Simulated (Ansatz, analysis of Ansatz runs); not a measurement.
# Li2SnF6 (P-31m), nudged elastic band: V_Li hop (2.9 Å) (q = −1), part 2 of 3

Wanted: path and barrier of a jump of Li in Li2SnF6 (P-31m) at charge −1. The case: V_Li hop (2.9 Å), in a cell of 72 host atoms with 1 Li taken out.

Ansatz 0.2.0; plane-wave PAW DFT, PBEsol; nudged elastic band between two relaxed defect structures at fixed charge in a uniform background.

So far: The structure; Relaxation of the start point, charge −1; Relaxation of the end point, charge −1.

### Step 4. Nudged elastic band, charge −1

5 movable images are laid between the ends on a pair-potential path, which keeps atoms from colliding in the first guess. Each image feels the true force across the path and a spring force along it. The highest image is set to climb to the top of the path.

This step: plane-wave PAW DFT, PBEsol; nudged elastic band between two relaxed defect structures at fixed charge in a uniform background.

Contents of qm1.neb/input.yaml:

```yaml
crystal:
  lattice:
    - [9.92600377, 6.0e-08, 0.0]
    - [-4.96300194, 8.5961714, 0.0]
    - [0.0, 0.0, 9.1294056]
  atoms:
    - { symbol: Li, position: [0.33319919, 0.1664725, 0.24982812] }
    - { symbol: Li, position: [0.1666723, 0.33316505, 0.24982743] }
    - { symbol: Sn, position: [7.324e-05, -0.00018825, -0.00201265] }
    - { symbol: F, position: [0.16263435, 0.16209237, 0.12630787] }
    - { symbol: F, position: [0.33515113, 0.33841665, 0.36977377] }
    - { symbol: F, position: [0.33527981, -0.00347369, 0.12986382] }
    - { symbol: F, position: [0.16260427, 0.00016894, 0.37327548] }
    - { symbol: F, position: [0.00340508, 0.33841591, 0.13006355] }
    - { symbol: F, position: [-0.00029505, 0.16196556, 0.37332929] }
    - { symbol: Li, position: [0.3538001, 0.17685177, 0.74988373] }
    - { symbol: Li, position: [0.16604316, 0.33195057, 0.7500637] }
    - { symbol: Sn, position: [0.00011904, -0.00017865, 0.501753] }
    - { symbol: F, position: [0.16335217, 0.16321353, 0.62655889] }
    - { symbol: F, position: [0.33660047, 0.3379789, 0.87407794] }
    - { symbol: F, position: [0.3365176, -0.00161596, 0.62570727] }
    - { symbol: F, position: [0.16335624, -0.00029099, 0.87318236] }
    - { symbol: F, position: [0.0015185, 0.33791605, 0.6258346] }
    - { symbol: F, position: [0.00023531, 0.16319431, 0.87315231] }
    - { symbol: Li, position: [0.33335858, 0.66654989, 0.24969934] }
    - { symbol: Li, position: [0.1667709, 0.83321619, 0.24986651] }
    - { symbol: Sn, position: [0.00027251, 0.49918785, 0.00022878] }
    - { symbol: F, position: [0.16392095, 0.6628927, 0.12648538] }
    - { symbol: F, position: [0.33697895, 0.83596558, 0.3732938] }
    - { symbol: F, position: [0.33698724, 0.50079504, 0.12640597] }
    - { symbol: F, position: [0.1639665, 0.50071108, 0.3734051] }
    - { symbol: F, position: [-0.0002355, 0.83731024, 0.12640184] }
    - { symbol: F, position: [0.00344357, 0.66476617, 0.36988096] }
    - { symbol: Li, position: [0.33346843, 0.66659835, 0.749913] }
    - { symbol: Li, position: [0.16612411, 0.83379074, 0.7499596] }
    - { symbol: Sn, position: [0.00041007, 0.50089747, 0.49966212] }
    - { symbol: F, position: [0.16575122, 0.66434454, 0.62565278] }
    - { symbol: F, position: [0.33577687, 0.83428359, 0.87414276] }
    - { symbol: F, position: [0.33570694, 0.50115403, 0.62561969] }
    - { symbol: F, position: [0.1656337, 0.50105372, 0.87433382] }
    - { symbol: F, position: [0.0001841, 0.83656452, 0.62661885] }
    - { symbol: F, position: [0.00154317, 0.66338162, 0.87411864] }
    - { symbol: Li, position: [0.83344511, 0.16645908, 0.25005952] }
    - { symbol: Li, position: [0.66676208, 0.33327454, 0.24991329] }
    - { symbol: Sn, position: [0.49920628, -0.00032715, 8.483e-05] }
    - { symbol: F, position: [0.66275549, 0.1611276, 0.12879124] }
    - { symbol: F, position: [0.83886031, 0.33729905, 0.3710855] }
    - { symbol: F, position: [0.83784458, 0.00012109, 0.12637151] }
    - { symbol: F, position: [0.66144021, -0.00349429, 0.3697222] }
    - { symbol: F, position: [0.498632, 0.33739362, 0.12887598] }
    - { symbol: F, position: [0.49864789, 0.16102674, 0.37081359] }
    - { symbol: Li, position: [0.82325413, 0.17679651, 0.7499386] }
    - { symbol: Sn, position: [0.5006663, -0.00039634, 0.49958734] }
    - { symbol: F, position: [0.66549392, 0.15767948, 0.61959285] }
    - { symbol: F, position: [0.842129, 0.33432975, 0.88028708] }
    - { symbol: F, position: [0.83674394, -0.00022877, 0.62651503] }
    - { symbol: F, position: [0.66213426, -0.0015272, 0.87393368] }
    - { symbol: F, position: [0.49249217, 0.33444894, 0.6194867] }
    - { symbol: F, position: [0.49258651, 0.15779621, 0.88003096] }
    - { symbol: Li, position: [0.83347963, 0.66673578, 0.25007467] }
    - { symbol: Li, position: [0.66671452, 0.83324855, 0.24993638] }
    - { symbol: Sn, position: [0.50074628, 0.50095566, 0.00019534] }
    - { symbol: F, position: [0.66156724, 0.66482179, 0.12997748] }
    - { symbol: F, position: [0.83787451, 0.83724838, 0.37342209] }
    - { symbol: F, position: [0.83885308, 0.50126086, 0.12899175] }
    - { symbol: F, position: [0.66268751, 0.5013048, 0.3709597] }
    - { symbol: F, position: [0.49925402, 0.83601846, 0.12630756] }
    - { symbol: F, position: [0.49918491, 0.6628895, 0.37319083] }
    - { symbol: Li, position: [0.82325989, 0.64637959, 0.74989889] }
    - { symbol: Li, position: [0.66816502, 0.83400539, 0.7497438] }
    - { symbol: Sn, position: [0.49907126, 0.49923348, 0.49953661] }
    - { symbol: F, position: [0.66206214, 0.66340807, 0.62561219] }
    - { symbol: F, position: [0.83668094, 0.83660694, 0.87310986] }
    - { symbol: F, position: [0.84229474, 0.50744496, 0.61978666] }
    - { symbol: F, position: [0.66545803, 0.50749032, 0.88013451] }
    - { symbol: F, position: [0.49890913, 0.83424475, 0.62541813] }
    - { symbol: F, position: [0.49886576, 0.66437137, 0.87421527] }
total_charge: -1
basis:
  ecutwfc: 420
  xc_grid: 2
hamiltonian:
  xc: pbesol
kpoints:
  mp_grid: { grid: [1, 1, 1], shift: [0.25, 0.25, 0.25] }
scf:
  occupations: { method: fixed }
  max_iter: 120
output:
  forces: true
neb:
  images: 5
  f_tol: 0.04
  climbing: true
  initial_path: idpp
  max_iterations: 45
  order_check: true
  final_atoms:
    - { symbol: Li, position: [0.33420346, 0.16699838, 0.24994799] }
    - { symbol: Li, position: [0.16752183, 0.33358551, 0.24991206] }
[... 7 atom lines left out ...]
    - { symbol: Li, position: [0.64658098, 0.32318109, 0.74995093] }
[... 2 atom lines left out ...]
    - { symbol: F, position: [0.15881344, 0.16573008, 0.61959858] }
    - { symbol: F, position: [0.33538893, 0.34223839, 0.88013414] }
    - { symbol: F, position: [0.33532027, -0.00728028, 0.6196639] }
    - { symbol: F, position: [0.1587648, -0.00725716, 0.8801799] }
[... 22 atom lines left out ...]
    - { symbol: Sn, position: [0.501953, 0.00097633, 0.00013081] }
[... 8 atom lines left out ...]
    - { symbol: F, position: [0.66403806, 0.1620666, 0.62587116] }
    - { symbol: F, position: [0.83752786, 0.33684987, 0.87326646] }
[... 2 atom lines left out ...]
    - { symbol: F, position: [0.5083383, 0.34226314, 0.61953523] }
    - { symbol: F, position: [0.50836923, 0.16567097, 0.88020779] }
[... 14 atom lines left out ...]
    - { symbol: F, position: [0.83757926, 0.50035644, 0.62666804] }
    - { symbol: F, position: [0.66407953, 0.50165236, 0.87392056] }
[... 1 atom line left out ...]
    - { symbol: F, position: [0.50189938, 0.66591996, 0.87413522] }
```

Run with:

```bash
$ ansatz run input.yaml --threads 4 --pin off --max-ram 14131MiB --backend cpu --events-out ev --progress --plain --runs-dir out
```

Numbers of over 12 decimals in the logs are rounded to 6 here.

The log of the run:

```text
[...]
Warning: neb: disabling space-group detection — the band's intermediate images generally break the endpoint symmetry, so the full k-mesh is solved, and no spatial operation symmetrises the density, except that a semilocal band can use its path's symmetry [...]
[...]
parallel-image band execution: 4 concurrent image workers
NEB image 0
Crystal: 71 atoms, lattice volume = 778.972 Å³
Basis set: ecut = 420 eV, 15259 PW (Γ), exchange–correlation on 144×144×128 points (8 copies of the dense FFT grid, shifted against one another)
Bands: 318, of which v1, the nominal top of the filled ones, is band 247 counted from 1 (246 counted from 0)
Symmetry: 1 space group operations
k-points: 1
[...]
SCF iter   1: F=—  HF=-89119.797850 eV  |F-HF|=—  |Δ(HF+E_count)|=         —  Δρ=2.05e-2  dr2=1.99e0  ethr=1.77e-3  ⟨swp⟩=4.0  Hψ=1081  notcnv=0  defer=66
[...]
SCF iter   9: F=-89119.179180 eV  HF=-89119.179180 eV  |F-HF|=6.40e-10  |Δ(HF+E_count)|=   4.02e-9  Δρ=1.64e-6  dr2=1.42e-8  ethr=2.02e-11  ⟨swp⟩=4.0  Hψ=891  notcnv=0
SCF 1 converged in 9 iterations: F = -89119.179180 eV  dr2 = 1.42e-8
[...]
NSCF: frozen V_eff on 1 k-points
NEB image 6
SCF iter   1: F=—  HF=-89119.797906 eV  |F-HF|=—  |Δ(HF+E_count)|=         —  Δρ=2.05e-2  dr2=1.99e0  ethr=1.77e-3  ⟨swp⟩=4.0  Hψ=1080  notcnv=0  defer=67
[...]
SCF iter   9: F=-89119.179283 eV  HF=-89119.179283 eV  |F-HF|=9.90e-10  |Δ(HF+E_count)|=   5.03e-9  Δρ=1.65e-6  dr2=1.44e-8  ethr=2.02e-11  ⟨swp⟩=4.0  Hψ=891  notcnv=0
SCF 2 converged in 9 iterations: F = -89119.179283 eV  dr2 = 1.44e-8
[...]
NEB end point (image 0): max|allowed force component| = 1.094e-2 eV/Å (the criterion of neb.relax_end_points is 1.000e-2)
NEB end point (image 6): max|allowed force component| = 1.378e-2 eV/Å (the criterion of neb.relax_end_points is 1.000e-2)
NEB image 1
SCF iter   1: F=—  HF=-89119.561930 eV  |F-HF|=—  |Δ(HF+E_count)|=         —  Δρ=2.05e-2  dr2=1.98e0  ethr=1.77e-3  ⟨swp⟩=5.0  Hψ=1018  notcnv=0  defer=66
[...]
SCF iter   9: F=-89118.943917 eV  HF=-89118.943917 eV  |F-HF|=1.13e-8  |Δ(HF+E_count)|=   2.71e-8  Δρ=1.14e-6  dr2=8.82e-9  ethr=2.02e-11  ⟨swp⟩=4.0  Hψ=945  notcnv=0
SCF 3 converged in 9 iterations: F = -89118.943917 eV  dr2 = 8.82e-9
NEB image 2
SCF iter   1: F=—  HF=-89119.099900 eV  |F-HF|=—  |Δ(HF+E_count)|=         —  Δρ=2.04e-2  dr2=1.97e0  ethr=1.77e-3  ⟨swp⟩=5.0  Hψ=1000  notcnv=0  defer=66
[...]
SCF iter   9: F=-89118.490655 eV  HF=-89118.490655 eV  |F-HF|=1.29e-8  |Δ(HF+E_count)|=   1.16e-7  Δρ=1.16e-6  dr2=1.10e-8  ethr=2.02e-11  ⟨swp⟩=4.0  Hψ=945  notcnv=0
SCF 4 converged in 9 iterations: F = -89118.490655 eV  dr2 = 1.10e-8
NEB image 3
SCF iter   1: F=—  HF=-89118.810657 eV  |F-HF|=—  |Δ(HF+E_count)|=         —  Δρ=2.05e-2  dr2=1.97e0  ethr=1.77e-3  ⟨swp⟩=5.0  Hψ=1018  notcnv=0  defer=66
[...]
SCF iter   9: F=-89118.196858 eV  HF=-89118.196858 eV  |F-HF|=1.24e-8  |Δ(HF+E_count)|=   9.51e-8  Δρ=1.13e-6  dr2=1.02e-8  ethr=2.02e-11  ⟨swp⟩=4.0  Hψ=918  notcnv=0
SCF 5 converged in 9 iterations: F = -89118.196858 eV  dr2 = 1.02e-8
NEB image 4
SCF iter   1: F=—  HF=-89119.096551 eV  |F-HF|=—  |Δ(HF+E_count)|=         —  Δρ=2.04e-2  dr2=1.97e0  ethr=1.77e-3  ⟨swp⟩=5.0  Hψ=1001  notcnv=0  defer=66
[...]
SCF iter   9: F=-89118.487469 eV  HF=-89118.487469 eV  |F-HF|=1.29e-8  |Δ(HF+E_count)|=   1.16e-7  Δρ=1.16e-6  dr2=1.10e-8  ethr=2.02e-11  ⟨swp⟩=4.0  Hψ=945  notcnv=0
SCF 6 converged in 9 iterations: F = -89118.487469 eV  dr2 = 1.10e-8
NEB image 5
SCF iter   1: F=—  HF=-89119.559764 eV  |F-HF|=—  |Δ(HF+E_count)|=         —  Δρ=2.05e-2  dr2=1.98e0  ethr=1.77e-3  ⟨swp⟩=5.0  Hψ=1018  notcnv=0  defer=66
[...]
SCF iter   9: F=-89118.941576 eV  HF=-89118.941576 eV  |F-HF|=1.13e-8  |Δ(HF+E_count)|=   2.30e-8  Δρ=1.14e-6  dr2=8.76e-9  ethr=2.02e-11  ⟨swp⟩=4.0  Hψ=945  notcnv=0
SCF 7 converged in 9 iterations: F = -89118.941576 eV  dr2 = 8.76e-9
NEB iter   1: max|band force component| = 2.428e0 eV/Å  barrier→ = 0.9823 eV  barrier← = 0.9824 eV  Δτ_max = 0.0928 Å  (63 SCF iters)
NEB image 1
[...]
SCF iter   8: F=-89119.055840 eV  HF=-89119.055840 eV  |F-HF|=2.35e-8  |Δ(HF+E_count)|=   2.10e-7  Δρ=3.12e-6  dr2=4.78e-8  ethr=2.02e-11  ⟨swp⟩=4.0  Hψ=949  notcnv=0
SCF 8 converged in 8 iterations: F = -89119.055840 eV  dr2 = 4.78e-8
NEB image 2
[...]
SCF iter   9: F=-89118.800044 eV  HF=-89118.800044 eV  |F-HF|=4.95e-10  |Δ(HF+E_count)|=  5.24e-10  Δρ=1.31e-6  dr2=9.99e-9  ethr=2.02e-11  ⟨swp⟩=4.0  Hψ=935  notcnv=0
SCF 9 converged in 9 iterations: F = -89118.800044 eV  dr2 = 9.99e-9
NEB image 3
[...]
SCF iter   9: F=-89118.650795 eV  HF=-89118.650795 eV  |F-HF|=5.82e-11  |Δ(HF+E_count)|=   4.96e-9  Δρ=1.57e-6  dr2=1.42e-8  ethr=2.02e-11  ⟨swp⟩=4.0  Hψ=957  notcnv=0
SCF 10 converged in 9 iterations: F = -89118.650795 eV  dr2 = 1.42e-8
NEB image 4
[...]
SCF iter   9: F=-89118.797967 eV  HF=-89118.797967 eV  |F-HF|=3.93e-10  |Δ(HF+E_count)|=  4.07e-10  Δρ=1.32e-6  dr2=1.01e-8  ethr=2.02e-11  ⟨swp⟩=4.0  Hψ=934  notcnv=0
SCF 11 converged in 9 iterations: F = -89118.797967 eV  dr2 = 1.01e-8
NEB image 5
[...]
SCF iter   8: F=-89119.054263 eV  HF=-89119.054263 eV  |F-HF|=2.36e-8  |Δ(HF+E_count)|=   2.15e-7  Δρ=3.14e-6  dr2=4.84e-8  ethr=2.02e-11  ⟨swp⟩=4.0  Hψ=949  notcnv=0
SCF 12 converged in 8 iterations: F = -89119.054263 eV  dr2 = 4.84e-8
NEB iter   2: max|band force component| = 7.857e-1 eV/Å  barrier→ = 0.5284 eV  barrier← = 0.5285 eV  Δτ_max = 0.0459 Å  (43 SCF iters)
NEB image 1
[...]
SCF iter   7: F=-89119.078367 eV  HF=-89119.078367 eV  |F-HF|=2.83e-8  |Δ(HF+E_count)|=   3.77e-8  Δρ=3.86e-6  dr2=7.97e-8  ethr=2.02e-11  ⟨swp⟩=4.0  Hψ=1191  notcnv=0
SCF 13 converged in 7 iterations: F = -89119.078367 eV  dr2 = 7.97e-8
NEB image 2
[...]
SCF iter   8: F=-89118.857766 eV  HF=-89118.857766 eV  |F-HF|=1.01e-8  |Δ(HF+E_count)|=   1.01e-7  Δρ=1.98e-6  dr2=1.98e-8  ethr=2.02e-11  ⟨swp⟩=4.0  Hψ=898  notcnv=0
SCF 14 converged in 8 iterations: F = -89118.857766 eV  dr2 = 1.98e-8
NEB image 3
[...]
SCF iter   8: F=-89118.733718 eV  HF=-89118.733718 eV  |F-HF|=1.39e-8  |Δ(HF+E_count)|=   1.37e-7  Δρ=2.28e-6  dr2=2.59e-8  ethr=2.02e-11  ⟨swp⟩=4.0  Hψ=949  notcnv=0
SCF 15 converged in 8 iterations: F = -89118.733718 eV  dr2 = 2.59e-8
NEB image 4
[...]
SCF 77 converged in 8 iterations: F = -89118.817832 eV  dr2 = 3.65e-8
NEB point between images 4 and 5
[...]
SCF iter   8: F=-89118.950855 eV  HF=-89118.950855 eV  |F-HF|=1.00e-9  |Δ(HF+E_count)|=   7.03e-7  Δρ=3.38e-6  dr2=5.69e-8  ethr=2.02e-11  ⟨swp⟩=5.0  Hψ=989  notcnv=0
SCF 78 converged in 8 iterations: F = -89118.950855 eV  dr2 = 5.69e-8
NEB point between images 5 and 6
[...]
SCF iter   8: F=-89119.143911 eV  HF=-89119.143911 eV  |F-HF|=4.12e-8  |Δ(HF+E_count)|=   9.69e-7  Δρ=4.47e-6  dr2=9.41e-8  ethr=2.02e-11  ⟨swp⟩=3.0  Hψ=1082  notcnv=0
SCF 79 converged in 8 iterations: F = -89119.143911 eV  dr2 = 9.41e-8
NEB iter  10: max|band force component| = 2.124e-2 eV/Å  barrier→ = 0.3611 eV  barrier← = 0.3612 eV  CI = image 3  CI's point: of a kind that is not told: the force calls were inconclusive, a negative curvature could not be distinguished from the path's own, the only one lies far off the path, or fixed occupations may fill a level only in part  Δτ_max = 0.0000 Å  (276 SCF iters)
SCF converged after 6 iterations
Free energy (F): -89118.818047 eV
[...]
Internal energy: -89118.818047 eV  (E = F + TS)
E sigma→0 (E₀):  -89118.818047 eV
Fermi energy:    1.815430 eV
[...]
--- Forces (eV/Å), atoms counted from 1 ---
  atom   1  Li     0.00032513    -0.00076877    -0.00111251
  atom   2  Li    -0.00144406    -0.00037298    -0.00319516
  [... 7 atoms left out ...]
  atom  10  Li     0.00723930    -0.01422923     0.00856557
  [... 2 atoms left out ...]
  atom  13  F     -0.00180451     0.00036973     0.00172590
  atom  14  F      0.00042243     0.00250490    -0.00223511
  atom  15  F     -0.00328895     0.00136090     0.00106303
  atom  16  F     -0.00168481    -0.00129533    -0.00480744
  [... 31 atoms left out ...]
  atom  48  F      0.00060052     0.00339692     0.00090290
  [... 3 atoms left out ...]
  atom  52  F     -0.00437325     0.00758249    -0.00558035
  atom  53  F     -0.00120599     0.00220252    -0.01255016
  [... 14 atoms left out ...]
  atom  68  F      0.00073476     0.00181161     0.00182853
  atom  69  F     -0.00173600     0.00188076    -0.00201037
  [... 2 atoms left out ...]
  max |Σ_I F_I| component: 3.19e-4 eV/Å
--- Band table (eV) ---
[...]
this run last wrote the band of iteration 10 to <dir>
--- NEB band (7 images, 10 band iterations, 629 SCF iterations) ---
  forward barrier  = 0.361133 eV
  backward barrier = 0.361236 eV
  climbing image's point = of a kind that is not told: the force calls were inconclusive, a negative curvature could not be distinguished from the path's own, the only one lies far off the path, or fixed occupations may fill a level only in part (lowest [...]
  energies are F+E_penalty+E_count in eV, relative to image 0
  image     s (Å)  Δ vs image 0  max|band force component| (eV/Å)
      0    0.0000      0.000000                                 —
      1    0.5047      0.114658                          5.071e-3
      2    1.0096      0.318626                          1.245e-2
  *   3    1.5145      0.361133                          2.124e-2
      4    2.0183      0.319474                          1.294e-2
      5    2.5221      0.116128                          5.030e-3
      6    3.0258     -0.000103                                 —
  climbing-image geometry (image 3):
  cell:  # Å, volume = 778.9723 Å³
    - [9.92600377, 6.0e-8, 0.0]
    - [-4.96300194, 8.5961714, 0.0]
    - [0.0, 0.0, 9.1294056]
  atoms:
    - { symbol: Li, position: [0.333008, 0.165187, 0.248857] }
    - { symbol: Li, position: [0.162670, 0.329969, 0.250659] }
    - { symbol: Sn, position: [-0.000686, -0.002561, -0.001414] }
    - { symbol: F, position: [0.162640, 0.162233, 0.125803] }
    - { symbol: F, position: [0.336157, 0.342231, 0.364135] }
    - { symbol: F, position: [0.337270, -0.006928, 0.130628] }
    - { symbol: F, position: [0.162474, 0.000156, 0.371584] }
    - { symbol: F, position: [0.002590, 0.337748, 0.129583] }
    - { symbol: F, position: [-0.002808, 0.160715, 0.370647] }
    - { symbol: Li, position: [0.500407, 0.296974, 0.783579] }
    - { symbol: Li, position: [0.170184, 0.323867, 0.748828] }
    - { symbol: Sn, position: [0.001180, 0.001129, 0.501474] }
    - { symbol: F, position: [0.160680, 0.167350, 0.620455] }
    - { symbol: F, position: [0.348480, 0.344533, 0.873300] }
    - { symbol: F, position: [0.336867, -0.005797, 0.622125] }
    - { symbol: F, position: [0.159622, -0.006924, 0.879074] }
    - { symbol: F, position: [0.000826, 0.337439, 0.626673] }
    - { symbol: F, position: [5.3646649950486736e-5, 0.161341, 0.873437] }
    - { symbol: Li, position: [0.329191, 0.666088, 0.253831] }
    - { symbol: Li, position: [0.167012, 0.833459, 0.250961] }
    - { symbol: Sn, position: [0.001602, 0.498580, -0.001400] }
    - { symbol: F, position: [0.163471, 0.662186, 0.126379] }
    - { symbol: F, position: [0.337669, 0.834697, 0.371594] }
    - { symbol: F, position: [0.333382, 0.502865, 0.128551] }
    - { symbol: F, position: [0.162968, 0.499497, 0.374714] }
    - { symbol: F, position: [-0.001649, 0.835630, 0.129562] }
    - { symbol: F, position: [0.003678, 0.663970, 0.370667] }
    - { symbol: Li, position: [0.331698, 0.665897, 0.746751] }
    - { symbol: Li, position: [0.175531, 0.849672, 0.749804] }
    - { symbol: Sn, position: [-0.000290, 0.500405, 0.501488] }
    - { symbol: F, position: [0.165395, 0.663533, 0.626198] }
    - { symbol: F, position: [0.337017, 0.830553, 0.876230] }
    - { symbol: F, position: [0.339500, 0.500776, 0.624319] }
    - { symbol: F, position: [0.166992, 0.498505, 0.874404] }
    - { symbol: F, position: [8.766548861882661e-5, 0.837066, 0.626668] }
    - { symbol: F, position: [0.000840, 0.661724, 0.873434] }
    - { symbol: Li, position: [0.833895, 0.166907, 0.250964] }
    - { symbol: Li, position: [0.667902, 0.332614, 0.248844] }
    - { symbol: Sn, position: [0.500472, -0.009606, 0.004809] }
    - { symbol: F, position: [0.663698, 0.156286, 0.130605] }
    - { symbol: F, position: [0.838395, 0.338119, 0.371629] }
    - { symbol: F, position: [0.837472, -0.000838, 0.126411] }
    - { symbol: F, position: [0.663209, -0.002538, 0.371546] }
    - { symbol: F, position: [0.500452, 0.341734, 0.127122] }
    - { symbol: F, position: [0.500445, 0.159636, 0.366675] }
    - { symbol: Li, position: [0.825365, 0.174618, 0.749801] }
    - { symbol: Sn, position: [0.500463, -0.000757, 0.499406] }
    - { symbol: F, position: [0.664107, 0.157837, 0.622060] }
    - { symbol: F, position: [0.841264, 0.333850, 0.879167] }
    - { symbol: F, position: [0.835532, -0.001416, 0.626221] }
    - { symbol: F, position: [0.663896, -0.006017, 0.876205] }
    - { symbol: F, position: [0.500433, 0.334454, 0.597630] }
    - { symbol: F, position: [0.500515, 0.151615, 0.886831] }
    - { symbol: Li, position: [0.838233, 0.667761, 0.250640] }
    - { symbol: Li, position: [0.671713, 0.837313, 0.253824] }
    - { symbol: Sn, position: [0.500433, 0.508973, 0.006345] }
    - { symbol: F, position: [0.667531, 0.669928, 0.128508] }
    - { symbol: F, position: [0.837897, 0.836937, 0.374735] }
    - { symbol: F, position: [0.838306, 0.500063, 0.125851] }
    - { symbol: F, position: [0.664709, 0.506503, 0.364103] }
    - { symbol: F, position: [0.500468, 0.828000, 0.130439] }
    - { symbol: F, position: [0.500435, 0.667929, 0.369282] }
    - { symbol: Li, position: [0.830697, 0.654125, 0.748864] }
    - { symbol: Li, position: [0.669211, 0.834633, 0.746760] }
    - { symbol: Sn, position: [0.500452, 0.503883, 0.492063] }
    - { symbol: F, position: [0.661447, 0.661746, 0.624276] }
    - { symbol: F, position: [0.833900, 0.831953, 0.874420] }
    - { symbol: F, position: [0.840231, 0.507082, 0.620542] }
    - { symbol: F, position: [0.652333, 0.496481, 0.873243] }
    - { symbol: F, position: [0.500479, 0.832898, 0.623970] }
    - { symbol: F, position: [0.500424, 0.668267, 0.875357] }
```

Elapsed: 23 min, on 4 threads of Arm Neoverse V1, shared host; peak memory 5.4 GiB; 70 min of CPU time.

The path, image by image:

| image | path (Å) | energy (eV) | Li10: x, y, z (Å) |
| --- | --- | --- | --- |
| 0 | 0.000 | 0.0000 | 2.634, 1.520, 6.846 |
| 1 | 0.505 | 0.1147 | 2.912, 1.818, 6.938 |
| 2 | 1.010 | 0.3186 | 3.172, 2.197, 7.062 |
| 3 | 1.514 | 0.3611 | 3.493, 2.553, 7.154 |
| 4 | 2.018 | 0.3195 | 3.961, 2.653, 7.062 |
| 5 | 2.522 | 0.1161 | 4.418, 2.688, 6.938 |
| 6 | 3.026 | -0.0001 | 4.814, 2.778, 6.847 |

Read from the output:

* free energy: -89118.8180 eV
* barrier forward: 0.3611 eV
* barrier backward: 0.3612 eV
* end less start: -1.03e-4 eV
* hop length: 2.517 Å

(Continued in part 3 of 3.)

[Logs are printed without paths, hosts, clocks, repeated set-up lines and the standing remarks that a program may print on its own settings, such as how far it seeks lower states.]

[Hosts, paths, dates, database ids (printed as entryN), source tags and the programs' standing remarks are cut or masked in the printed files.]
